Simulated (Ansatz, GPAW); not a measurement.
# Cutoff, mesh and smearing for a 12-layer slab of Ta(111)

How do cutoff, mesh, smearing and the dipole layer change the work function of a 12-layer slab of Ta(111)?

Calculated with GPAW 26.7.0 and Ansatz 0.2.0; Ansatz plane waves; slab in vacuum with a dipole correction, relaxation, in the first sound run; inputs show where later runs differ.

## Step 1: Set-up

The cell holds 12 atoms: 12 Ta. Cell: a = 4.681 Å, b = 4.681 Å, c = 28.511 Å, α = 90.0°, β = 90.0°, γ = 60.0°. Vacuum lies along c.

Coordinates:

```cif
data_structure
_symmetry_space_group_name_H-M 'P 1'
_symmetry_Int_Tables_number 1
_cell_length_a 4.6810
_cell_length_b 4.6810
_cell_length_c 28.5107
_cell_angle_alpha 90.000
_cell_angle_beta 90.000
_cell_angle_gamma 60.000
_cell_volume 541.03
loop_
_atom_site_label
_atom_site_type_symbol
_atom_site_fract_x
_atom_site_fract_y
_atom_site_fract_z
_atom_site_occupancy
Ta1 Ta 0.33333 0.33333 0.31567 1
Ta2 Ta 0.66667 0.66667 0.34919 1
Ta3 Ta 0.00000 0.00000 0.38270 1
Ta4 Ta 0.33333 0.33333 0.41621 1
Ta5 Ta 0.66667 0.66667 0.44973 1
Ta6 Ta 0.00000 0.00000 0.48324 1
Ta7 Ta 0.33333 0.33333 0.51676 1
Ta8 Ta 0.66667 0.66667 0.55027 1
Ta9 Ta 0.00000 0.00000 0.58379 1
Ta10 Ta 0.33333 0.33333 0.61730 1
Ta11 Ta 0.66667 0.66667 0.65081 1
Ta12 Ta 0.00000 0.00000 0.68433 1
```

## Step 2: Relaxation

The atoms are relaxed first, since the surface dipole, and with it the work function, follows the positions of the outer layers. The lowest 5 atoms are held at bulk positions and keep their forces.

File input.yaml:

```yaml
crystal:
  lattice:
    - [4.6810468915, 0.0, 0.0]
    - [2.3405234457, 4.0539055243, 0.0]
    - [0.0, 0.0, 28.5106616506]
  atoms:
    - { symbol: Ta, position: [0.3333333333, 0.3333333333, 0.3156713832] }
    - { symbol: Ta, position: [0.6666666667, 0.6666666667, 0.3491856772] }
    - { symbol: Ta, position: [0.0, 0.0, 0.3826999711] }
    - { symbol: Ta, position: [0.3333333333, 0.3333333333, 0.4162142651] }
    - { symbol: Ta, position: [0.6666666667, 0.6666666667, 0.4497285591] }
    - { symbol: Ta, position: [0.0, 0.0, 0.483242853] }
    - { symbol: Ta, position: [0.3333333333, 0.3333333333, 0.516757147] }
    - { symbol: Ta, position: [0.6666666667, 0.6666666667, 0.5502714409] }
    - { symbol: Ta, position: [0.0, 0.0, 0.5837857349] }
    - { symbol: Ta, position: [0.3333333333, 0.3333333333, 0.6173000289] }
    - { symbol: Ta, position: [0.6666666667, 0.6666666667, 0.6508143228] }
    - { symbol: Ta, position: [0.0, 0.0, 0.6843286168] }
kpoints:
  mp_grid: { grid: [8, 8, 1] }
hamiltonian:
  xc: pbe
scf:
  occupations: { method: fermi_dirac, width: 0.1 }
efield:
  axis: 3
  dipole_correction: true
  ramp_width: 0.05
relax:
  f_tol: 0.02
  max_steps: 60
  constraints: [{ sites: [0, 1, 2, 3, 4] }]
output:
  write_potential: true
  write_density: true
  volumetric_format: npy
```

Run with:

```
$ ansatz run input.yaml --threads 4 --pin off --max-ram 8192MiB --backend cpu --events-out ev --progress --plain --runs-dir out
```

Numbers of over 12 decimals in the logs are rounded to 6 here.

What it wrote:

```text
Engine: ansatz 0.2.0, aarch64-unknown-linux-gnu
Pseudopotentials: kind: paw
Pseudopotential: Ta, paw, valence charge 13, recommended cutoff 420 eV (normal), Ta.paw.azcp
Functional definition: PBE
  parameter kappa = 0.804
  parameter beta = 0.066725
  exchange = pbe_x(kappa = kappa, mu = beta*pi^2/3)
  correlation = pbe_c(beta = beta)
Crystal: 12 atoms, lattice volume = 541.033 Å³
Basis set: ecut = 420 eV, 10577 PW (Γ), exchange–correlation on 64×64×384 points (8 copies of the dense FFT grid, shifted against one another)
Bands: 94, of which v1, the nominal top of the filled ones, is band 78 counted from 1 (77 counted from 0)
Symmetry: 6 space group operations
k-points: 10 of 64 (time reversal used)
Non-local potential: Ta, projectors of the file, l = 0: 3, l = 1: 2, l = 2: 2, l = 3: 1
PAW form: soft (Blöchl's): semilocal exchange-correlation on the pseudo side does not see the compensation charge
PAW one-centre angular grid: Ta, 590 points (default); XC on 64 Gauss nodes
Initial density: superposition of atomic densities (neutral atoms: chi_scale 0, normalization atom), corrected by the library's trained network
Initial wavefunctions: pseudopotential atomic-orbital guess
Functional: x = pbe(κ = 0.804, μ = 0.219515), c = pbe(β = 0.066725)
SCF iter   1: F=—  HF=-119180.046546 eV  |F-HF|=—  |Δ(HF+E_count)|=         —  Δρ=4.73e-3  dr2=2.49e0  ethr=1.77e-3  p=0.000 e·Å  D=1.19e-13 V/Å  ΔV_dip=-0.00 eV  dr2_dipole=1.16e-6  V_vac-E_F(+/−)=3.95/3.95 eV  ⟨swp⟩=10.1  Hψ=4626  notcnv=0
efield: sawtooth ramp at fractional position 0.9750 (placed from the atoms, in the widest stretch of the axis that holds none; the zero of the levels goes with the place), width 0.0500; the density the first Hamiltonian is built on has a dipole p = 0.000 e·Å; the dipole correction subtracts the counter field D = 1.19e-13 V/Å, which shifts the + side's vacuum level by -0.00 eV against the − side's; the planar-averaged density in the ramp window peaks in size at 1.2e-5 e/Å³
preconditioner: auto → LDOS  [metal: Δε(μ)=0.026 eV  Ē_g=3.523 eV  σ=0.100 eV  W_gap=0.06  n_scr=110 (ndim 8)  ℏωp=12.4 eV  f_vac=0.515  D(μ)=17.07/eV (n_scr^D=122)  β→1.0]
SCF iter   2: F=—  HF=-119179.982518 eV  |F-HF|=—  |Δ(HF+E_count)|=   6.40e-2  Δρ=1.50e-3  dr2=2.02e-2  ethr=1.60e-3  p=0.000 e·Å  D=1.77e-7 V/Å  ΔV_dip=-0.00 eV  dr2_dipole=1.76e-5  V_vac-E_F(+/−)=3.57/3.57 eV  ⟨swp⟩=2.0  Hψ=1122  notcnv=0
SCF iter   3: F=—  HF=-119179.984887 eV  |F-HF|=—  |Δ(HF+E_count)|=   2.37e-3  Δρ=4.91e-4  dr2=8.35e-3  ethr=1.30e-5  p=-0.000 e·Å  D=-1.31e-5 V/Å  ΔV_dip=0.00 eV  dr2_dipole=1.53e-5  V_vac-E_F(+/−)=3.57/3.57 eV  ⟨swp⟩=2.4  Hψ=1583  notcnv=0
SCF iter   4: F=—  HF=-119179.985301 eV  |F-HF|=—  |Δ(HF+E_count)|=   4.13e-4  Δρ=1.40e-4  dr2=2.10e-4  ethr=5.36e-6  p=-0.000 e·Å  D=-9.15e-6 V/Å  ΔV_dip=0.00 eV  dr2_dipole=8.33e-8  V_vac-E_F(+/−)=3.54/3.54 eV  ⟨swp⟩=2.0  Hψ=1198  notcnv=0
SCF iter   5: F=—  HF=-119179.985320 eV  |F-HF|=—  |Δ(HF+E_count)|=   1.91e-5  Δρ=4.51e-5  dr2=2.74e-5  ethr=1.35e-7  p=-0.000 e·Å  D=-2.17e-6 V/Å  ΔV_dip=0.00 eV  dr2_dipole=1.57e-12  V_vac-E_F(+/−)=3.53/3.53 eV  ⟨swp⟩=3.8  Hψ=2061  notcnv=0
SCF iter   6: F=-119179.985324 eV  HF=-119179.985328 eV  |F-HF|=3.66e-6  |Δ(HF+E_count)|=   7.94e-6  Δρ=2.61e-5  dr2=7.92e-6  ethr=6.41e-9  p=-0.000 e·Å  D=-3.04e-6 V/Å  ΔV_dip=0.00 eV  dr2_dipole=2.87e-8  V_vac-E_F(+/−)=3.52/3.52 eV  ⟨swp⟩=14.4  Hψ=9811  notcnv=0
SCF 1 converged in 6 iterations: F = -119179.985324 eV  dr2 = 7.92e-6
  Residual-converged pass: ⟨swp⟩=1.1  Hψ=981  notcnv=0  max |occ|·‖R‖ = 7.1e-9 eV (tolerance 1.0e-8 eV)  dr2=7.92e-6  dr2_onsite=8.86e-8  max |Δocc| = 7.2e-11
  greatest PAW one-centre occupation: 1.000 electrons in one spin orbital (limit 2), on the Ta atom at site 1 (counted from 0), in its partial waves of l = 0
relax step   1: F+E_penalty+E_count = -119179.98532410 eV  Δ(F+E_penalty+E_count) = +0.000e0 eV  max|allowed force component| = 1.939e0 eV/Å  Δτ_max = 0.0000 Å  (6 SCF iters, dr2 threshold 1.00e-5 eV, accepted)
Initial density: handed on by an earlier stage of this run
Initial wavefunctions: those handed on with the density
iter 1 solved again at ethr=2.54e-3 eV; its pass at ethr=3.10e-3 eV (dr2=3.96e0 eV) is discarded
SCF iter   1: F=—  HF=-119180.471970 eV  |F-HF|=—  |Δ(HF+E_count)|=         —  Δρ=8.23e-3  dr2=4.97e0  ethr=2.54e-3  p=-0.000 e·Å  D=-2.97e-6 V/Å  ΔV_dip=0.00 eV  dr2_dipole=1.55e0  V_vac-E_F(+/−)=3.54/3.54 eV  ⟨swp⟩=1.1  Hψ=3351  notcnv=0
efield: sawtooth ramp at fractional position 0.9750 (handed on by an earlier solve), width 0.0500; the density the first Hamiltonian is built on has a dipole p = -0.000 e·Å; the dipole correction subtracts the counter field D = -2.97e-6 V/Å, which shifts the + side's vacuum level by +0.00 eV against the − side's; the planar-averaged density in the ramp window peaks in size at 1.1e-6 e/Å³
preconditioner: auto → LDOS  [metal: Δε(μ)=0.007 eV  Ē_g=3.554 eV  σ=0.100 eV  W_gap=0.02  n_scr=110 (ndim 8)  ℏωp=12.4 eV  f_vac=0.523  D(μ)=16.72/eV (n_scr^D=122)  β→1.0]
SCF iter   2: F=—  HF=-119180.379294 eV  |F-HF|=—  |Δ(HF+E_count)|=   9.27e-2  Δρ=3.62e-3  dr2=2.29e-1  ethr=2.54e-3  p=-0.010 e·Å  D=-3.31e-3 V/Å  ΔV_dip=0.09 eV  dr2_dipole=6.16e-3  V_vac-E_F(+/−)=3.61/3.52 eV  ⟨swp⟩=3.4  Hψ=1212  notcnv=0
SCF iter   3: F=—  HF=-119180.348451 eV  |F-HF|=—  |Δ(HF+E_count)|=   3.08e-2  Δρ=1.52e-3  dr2=4.85e-2  ethr=1.47e-4  p=-0.019 e·Å  D=-6.37e-3 V/Å  ΔV_dip=0.18 eV  dr2_dipole=2.60e-3  V_vac-E_F(+/−)=3.71/3.53 eV  ⟨swp⟩=3.0  Hψ=1986  notcnv=0
SCF iter   4: F=—  HF=-119180.342033 eV  |F-HF|=—  |Δ(HF+E_count)|=   6.42e-3  Δρ=3.24e-4  dr2=5.15e-3  ethr=3.11e-5  p=-0.021 e·Å  D=-6.99e-3 V/Å  ΔV_dip=0.20 eV  dr2_dipole=1.90e-3  V_vac-E_F(+/−)=3.73/3.53 eV  ⟨swp⟩=2.3  Hψ=1624  notcnv=0
SCF iter   5: F=—  HF=-119180.342210 eV  |F-HF|=—  |Δ(HF+E_count)|=   1.77e-4  Δρ=8.82e-5  dr2=1.49e-4  ethr=3.30e-6  p=-0.024 e·Å  D=-8.18e-3 V/Å  ΔV_dip=0.23 eV  dr2_dipole=1.24e-5  V_vac-E_F(+/−)=3.76/3.52 eV  ⟨swp⟩=2.0  Hψ=1209  notcnv=0
SCF iter   6: F=-119180.342182 eV  HF=-119180.342230 eV  |F-HF|=4.77e-5  |Δ(HF+E_count)|=   1.98e-5  Δρ=3.98e-5  dr2=5.26e-5  ethr=6.41e-8  p=-0.026 e·Å  D=-8.70e-3 V/Å  ΔV_dip=0.25 eV  dr2_dipole=6.14e-6  V_vac-E_F(+/−)=3.77/3.52 eV  ⟨swp⟩=12.7  Hψ=9802  notcnv=0
SCF 2 converged in 6 iterations: F = -119180.342182 eV  dr2 = 5.26e-5
  greatest PAW one-centre occupation: 1.000 electrons in one spin orbital (limit 2), on the Ta atom at site 10 (counted from 0), in its partial waves of l = 0
[...]
SCF iter   2: F=—  HF=-119180.366103 eV  |F-HF|=—  |Δ(HF+E_count)|=   6.47e-2  Δρ=1.87e-3  dr2=6.58e-2  ethr=1.35e-3  p=-0.021 e·Å  D=-7.10e-3 V/Å  ΔV_dip=0.20 eV  dr2_dipole=9.88e-5  V_vac-E_F(+/−)=3.73/3.53 eV  ⟨swp⟩=2.0  Hψ=958  notcnv=0
SCF iter   3: F=—  HF=-119180.362720 eV  |F-HF|=—  |Δ(HF+E_count)|=   3.38e-3  Δρ=7.98e-4  dr2=1.61e-2  ethr=4.22e-5  p=-0.030 e·Å  D=-1.01e-2 V/Å  ΔV_dip=0.29 eV  dr2_dipole=4.48e-4  V_vac-E_F(+/−)=3.82/3.53 eV  ⟨swp⟩=2.8  Hψ=1779  notcnv=0
SCF iter   4: F=—  HF=-119180.362523 eV  |F-HF|=—  |Δ(HF+E_count)|=   1.98e-4  Δρ=2.23e-4  dr2=1.14e-3  ethr=1.03e-5  p=-0.032 e·Å  D=-1.08e-2 V/Å  ΔV_dip=0.31 eV  dr2_dipole=1.41e-7  V_vac-E_F(+/−)=3.84/3.53 eV  ⟨swp⟩=2.4  Hψ=1334  notcnv=0
SCF iter   5: F=—  HF=-119180.362504 eV  |F-HF|=—  |Δ(HF+E_count)|=   1.90e-5  Δρ=6.84e-5  dr2=9.92e-5  ethr=7.31e-7  p=-0.033 e·Å  D=-1.12e-2 V/Å  ΔV_dip=0.32 eV  dr2_dipole=1.95e-9  V_vac-E_F(+/−)=3.85/3.53 eV  ⟨swp⟩=2.0  Hψ=1154  notcnv=0
SCF iter   6: F=-119180.362500 eV  HF=-119180.362506 eV  |F-HF|=6.12e-6  |Δ(HF+E_count)|=   2.56e-6  Δρ=2.27e-5  dr2=9.35e-6  ethr=1.41e-8  p=-0.035 e·Å  D=-1.16e-2 V/Å  ΔV_dip=0.33 eV  dr2_dipole=7.73e-7  V_vac-E_F(+/−)=3.86/3.53 eV  ⟨swp⟩=15.2  Hψ=10521  notcnv=0
SCF 3 converged in 6 iterations: F = -119180.362500 eV  dr2 = 9.35e-6
relax step   3: F+E_penalty+E_count = -119180.36250002 eV  Δ(F+E_penalty+E_count) = -2.032e-2 eV  max|allowed force component| = 1.930e-1 eV/Å  Δτ_max = 0.1201 Å  (6 SCF iters, dr2 threshold 2.20e-5 eV, accepted)
[...]
relax step   4: F+E_penalty+E_count = -119180.36930743 eV  Δ(F+E_penalty+E_count) = -6.807e-3 eV  max|allowed force component| = 1.595e-2 eV/Å  Δτ_max = 0.0386 Å  (6 SCF iters, dr2 threshold 3.49e-6 eV, accepted)
iter 1 solved again at ethr=6.15e-10 eV; its pass at ethr=3.10e-3 eV (dr2=9.60e-7 eV) is discarded
SCF iter   1: F=—  HF=-119180.369309 eV  |F-HF|=—  |Δ(HF+E_count)|=         —  Δρ=8.28e-6  dr2=9.62e-7  ethr=6.15e-10  p=-0.034 e·Å  D=-1.13e-2 V/Å  ΔV_dip=0.32 eV  dr2_dipole=4.91e-8  V_vac-E_F(+/−)=3.85/3.53 eV  ⟨swp⟩=1.1  Hψ=2262  notcnv=0
efield: sawtooth ramp at fractional position 0.9750 (handed on by an earlier solve), width 0.0500; the density the first Hamiltonian is built on has a dipole p = -0.034 e·Å; the dipole correction subtracts the counter field D = -1.13e-2 V/Å, which shifts the + side's vacuum level by +0.32 eV against the − side's; the planar-averaged density in the ramp window peaks in size at 1.4e-6 e/Å³
preconditioner: auto → LDOS  [metal: Δε(μ)=0.014 eV  Ē_g=3.567 eV  σ=0.100 eV  W_gap=0.03  n_scr=110 (ndim 8)  ℏωp=12.4 eV  f_vac=0.524  D(μ)=16.23/eV (n_scr^D=110)  β→1.0]
SCF iter   2: F=—  HF=-119180.369308 eV  |F-HF|=—  |Δ(HF+E_count)|=   5.98e-7  Δρ=5.96e-6  dr2=5.17e-7  ethr=6.15e-10  p=-0.034 e·Å  D=-1.12e-2 V/Å  ΔV_dip=0.32 eV  dr2_dipole=9.84e-11  V_vac-E_F(+/−)=3.85/3.53 eV  ⟨swp⟩=2.1  Hψ=1622  notcnv=0
SCF iter   3: F=-119180.369308 eV  HF=-119180.369308 eV  |F-HF|=1.77e-8  |Δ(HF+E_count)|=   5.23e-8  Δρ=2.10e-6  dr2=8.85e-8  ethr=6.41e-11  p=-0.034 e·Å  D=-1.12e-2 V/Å  ΔV_dip=0.32 eV  dr2_dipole=4.06e-9  V_vac-E_F(+/−)=3.85/3.53 eV  ⟨swp⟩=10.0  Hψ=8108  notcnv=0
SCF 5 converged in 3 iterations: F = -119180.369308 eV  dr2 = 8.85e-8
relax step   5: F+E_penalty+E_count = -119180.36930790 eV  Δ(F+E_penalty+E_count) = -4.710e-7 eV  max|allowed force component| = 1.540e-2 eV/Å  Δτ_max = 0.0000 Å  (3 SCF iters, accepted)
NSCF: frozen V_eff on 10 k-points
the band table was solved once a step of the walk had ended and its energy, with any forces and stress, was formed, with the checks that follow a solve (4589 applications of the Hamiltonian). They found nothing against the state; the energy, forces and stress were not computed again (output.eigenvalues in the input reference)
WARN: The output density's exchange-correlation potential varies sharply where the density is thin. Do not read a vacuum level from v_tot or v_xc, or from such a field of the output density. On a cell that repeats whose density bears no net charge and no dipole along the vacuum's axis use v_es (v_loc + v_h of the components); under efield.dipole_correction with no amplitude use v_es + v_field, which holds any externa [...]
SCF converged after 3 iterations
Free energy (F): -119180.369308 eV
Harris-Foulkes:  -119180.369308 eV  (|F-HF|=1.77e-8)
Internal energy: -119179.836227 eV  (E = F + TS)
E sigma→0 (E₀):  -119180.102768 eV
Entropy (-TS):   -0.533081 eV (-44.423 meV/atom)
Fermi energy:    5.360026 eV
Dipole field:    D = -0.011155 V/Å  (p = -0.033353 e·Å, saw-weighted, corrected)
Work function:   Φ+ = 3.8468 eV   Φ− = 3.5288 eV
Levels:          The Fermi level and band energies are counted from a zero that moves with the ramp; work functions are not
--- Per-component energies (eV) ---
  E_band       = -3330.976976
  E_kinetic    = 4376.738942
  E_local      = -205506.363241  (includes V_loc(G=0)·N_el)
  E_nonlocal   = 180.200275
  E_hartree    = 100703.570932
  E_xc         = -2611.556566
  E_vxc        = -2435.274333  (∫ρ·V_xc dr)
  E_paw        = -100758.279240  (= ΣΔE_a)
  E_vpaw       = -1353.308351  (= ΣTr[D̂ρ^β])
  E_aug_tail   = 0.001712  (compensation charges beyond the density's cutoff)
  E_efield     = 0.000186  (sawtooth field / dipole correction)
  E_vefield    = -0.029807  (∫n·V_field dr)
  E_ewald      = 84435.850773
  E_smearing   = -0.533081  (= −TS)
  E_closure    = -0.000000  (closes the sum)
  Σ components = -119180.369308   (vs F -119180.369308, Δ=0.00e0)
--- Forces (eV/Å), atoms counted from 1 ---
  atom   1  Ta     0.00000000    -0.00000000     1.99551158
  atom   2  Ta     0.00000000    -0.00000000     0.14842912
  atom   3  Ta    -0.00000000     0.00000000    -1.41238636
  atom   4  Ta    -0.00000000     0.00000000    -0.57733393
  atom   5  Ta    -0.00000000     0.00000000    -0.16582421
  atom   6  Ta    -0.00000000    -0.00000000    -0.01287138
  atom   7  Ta    -0.00000000     0.00000000     0.01066861
  atom   8  Ta     0.00000000     0.00000000    -0.01249104
  atom   9  Ta     0.00000000    -0.00000000     0.01539845
  atom  10  Ta     0.00000000     0.00000000     0.01404314
  atom  11  Ta     0.00000000     0.00000000    -0.00571271
  atom  12  Ta     0.00000000    -0.00000000     0.00255937
  max |Σ_I F_I| component: 9.37e-6 eV/Å
--- Band table (eV; the first three rows and the last of 10) ---
  k-point 0: bands = [... 74 lower, 4.7284, 4.9780, 4.9780, 5.0119, 5.3282, 5.4727, 5.4727, 5.6548, ... 12 higher]
  k-point 1: bands = [... 74 lower, 4.8255, 5.0698, 5.1101, 5.2373, 5.4499, 5.4848, 5.5893, 5.7932, ... 12 higher]
  k-point 2: bands = [... 74 lower, 5.1451, 5.2711, 5.3501, 5.4471, 5.6019, 5.6195, 5.7448, 5.8957, ... 12 higher]
  k-point 9: bands = [... 74 lower, 4.9509, 4.9984, 5.0483, 5.1122, 5.2343, 5.3580, 5.5127, 5.7014, ... 12 higher]
--- Relaxed structure (5 steps of the walk, 5 accepted, 0 SCFs on fresh bases) ---
  F+E_penalty+E_count = -119180.36930790 eV   max|allowed force component| = 1.540e-2 eV/Å
  atoms:
    - { symbol: Ta, position: [0.333333, 0.333333, 0.3156713832] }
    - { symbol: Ta, position: [0.666667, 0.666667, 0.349186] }
    - { symbol: Ta, position: [0.0, 0.0, 0.382700] }
    - { symbol: Ta, position: [0.333333, 0.333333, 0.4162142651] }
    - { symbol: Ta, position: [0.666667, 0.666667, 0.449729] }
    - { symbol: Ta, position: [-2.362029321062811e-19, 3.543043981602626e-19, 0.482719] }
    - { symbol: Ta, position: [0.333333, 0.333333, 0.518168] }
    - { symbol: Ta, position: [0.666667, 0.666667, 0.550575] }
    - { symbol: Ta, position: [-6.960794095726014e-19, 1.0441191143613808e-18, 0.582242] }
    - { symbol: Ta, position: [0.333333, 0.333333, 0.621612] }
    - { symbol: Ta, position: [0.666667, 0.666667, 0.649087] }
    - { symbol: Ta, position: [-4.296596353141694e-18, 6.44489452972784e-18, 0.674798] }
```

Run time: 2 min. Hardware: 4 threads of Arm Neoverse N1, shared host; peak memory 1.4 GiB.

Step by step:

| step | energy less that of the first step (eV) | largest force component (eV/Å) |
| --- | --- | --- |
| 1 | 0.0000 | 1.9387 |
| 2 | -0.3569 | 0.5936 |
| 3 | -0.3772 | 0.1930 |
| 4 | -0.3840 | 0.0160 |
| 5 | -0.3840 | 0.0154 |

The run keeps the 6 symmetry operations that it works with, so distortions that break them were not tested.

The atoms that moved most (Å):

```
atom     dx     dy      dz  length
Ta12  0.000  0.000  -0.272   0.272
Ta10  0.000  0.000   0.123   0.123
Ta11  0.000  0.000  -0.049   0.049
 Ta9  0.000  0.000  -0.044   0.044
 Ta7  0.000  0.000   0.040   0.040
 Ta6  0.000  0.000  -0.015   0.015
 Ta8  0.000  0.000   0.009   0.009
```

The relaxed structure:

```cif
data_structure
_symmetry_space_group_name_H-M 'P 1'
_symmetry_Int_Tables_number 1
_cell_length_a 4.6810
_cell_length_b 4.6810
_cell_length_c 28.5107
_cell_angle_alpha 90.000
_cell_angle_beta 90.000
_cell_angle_gamma 60.000
_cell_volume 541.03
loop_
_atom_site_label
_atom_site_type_symbol
_atom_site_fract_x
_atom_site_fract_y
_atom_site_fract_z
_atom_site_occupancy
Ta1 Ta 0.33333 0.33333 0.31567 1
Ta2 Ta 0.66667 0.66667 0.34919 1
Ta3 Ta 0.00000 0.00000 0.38270 1
Ta4 Ta 0.33333 0.33333 0.41621 1
Ta5 Ta 0.66667 0.66667 0.44973 1
Ta6 Ta 0.00000 0.00000 0.48272 1
Ta7 Ta 0.33333 0.33333 0.51817 1
Ta8 Ta 0.66667 0.66667 0.55058 1
Ta9 Ta 0.00000 0.00000 0.58224 1
Ta10 Ta 0.33333 0.33333 0.62161 1
Ta11 Ta 0.66667 0.66667 0.64909 1
Ta12 Ta 0.00000 0.00000 0.67480 1
```

This step gave:

```
free energy             : -119180.3693 eV
smearing term TS        : 0.5331 eV
symmetry operations     : 6
upper work function     : 3.847 eV
lower work function     : 3.529 eV
dipole along the normal : -0.03335 e·Å
dipole field            : -0.01116 V/Å
vacuum level above      : 9.207 eV
vacuum level below      : 8.889 eV
```

Electrostatic potential energy of an electron (with the applied field's), less the Fermi level, planar mean against z:

```csv
z (Å),"electrostatic potential energy of an electron (with the applied field's), less the Fermi level, planar mean (eV)"
0,3.69
1,3.53
2,3.53
3,3.53
4,3.53
5,3.52
6,3.50
7,3.24
8,0.934
9,-8.31
10,-10.1
11,-10.2
12,-10.1
13,-10.1
14,-9.57
15,-10.2
16,-10.5
17,-8.51
18,-11.9
19,-12.1
20,-1.03
21,3.33
22,3.79
23,3.84
24,3.85
25,3.85
26,3.85
27,3.85
28,3.80
```

The valence density, planar mean by z:

| z (Å) | valence density, planar mean (e/Å³) |
| --- | --- |
| 4 | 1.1e-5 |
| 5 | 9.5e-5 |
| 6 | 8.4e-4 |
| 7 | 0.00752 |
| 8 | 0.0765 |
| 9 | 0.599 |
| 10 | 0.695 |
| 11 | 0.695 |
| 12 | 0.706 |
| 13 | 0.715 |
| 14 | 0.689 |
| 15 | 0.732 |
| 16 | 0.757 |
| 17 | 0.634 |
| 18 | 0.852 |
| 19 | 0.835 |
| 20 | 0.182 |
| 21 | 0.0142 |
| 22 | 0.00152 |
| 23 | 1.7e-4 |
| 24 | 1.7e-5 |

The relaxation lowered the energy of the cell by 0.384 eV.

[end of part 1 of 3]

[Logs are printed without paths, hosts, clocks, repeated set-up lines and the standing remarks that a program may print on its own settings, such as how far it seeks lower states.]

[Hosts, paths, dates, database ids (printed as entryN), source tags and the programs' standing remarks are cut or masked in the printed files.]
